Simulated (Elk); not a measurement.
Planning a run of Elk 11.2.3 (patched build) on PbF2 (Fluorocronite). The input:

```
tasks
  185
  186
  187

xctype
  20

rgkmax
  7.0

gmaxvr
  14.0

lmaxo
  7

lorbcnd
  .true.

tshift
  .false.

ngridk
  4 4 4

vkloff
  0.05 0.15 0.25

nempty
  10

swidth
  0.00551

scissor
  0.05221

gmaxrf
  2.5

wplot
  299 100 0
  0.0 0.5510

optcomp
  1 1
  2 2
  3 3

nvbse
  4

ncbse
  4

hxbse
  .false.

sppath
  './'

avec
  0.0000000000 5.6005057265 5.6005057265
  5.6005057265 0.0000000000 5.6005057265
  5.6005057265 5.6005057265 -0.0000000000

atoms
  2
  'Pb.in'
  1
  0.0000000000 0.0000000000 0.0000000000
  'F.in'
  2
  0.2500000000 0.2500000000 0.2500000000
  0.7500000000 0.7500000000 0.7500000000
```

The database entry behind the starting cell differs from later determinations by our own check (0.1 to 0.3 % short, probably kX units), so it need not match the best structure at ambient conditions.

```sh
OMP_NUM_THREADS=8 elk > log
```

Question: How long will it take on 8 threads of Intel Xeon Platinum 8488C (Sapphire Rapids), shared host, and how much memory?

It took 37 s; on shared hardware allow 18 s to 73 s. Peak host memory was 0.18 GiB.

The kernel grows as the square of the matrix size, and full diagonalisation as its cube.

[Paths, hosts, dates, memory and timing lines, banners, echoed tables and standing remarks are left out of the program output.]

[Logs are printed without paths, hosts, clocks, repeated set-up lines and the standing remarks that a program may print on its own settings, such as how far it seeks lower states.]

[Runs of the session that timed out or met a known fault of the program may be left out.]

[Hosts, paths, dates, database ids (printed as entryN), source tags and the programs' standing remarks are cut or masked in the printed files.]
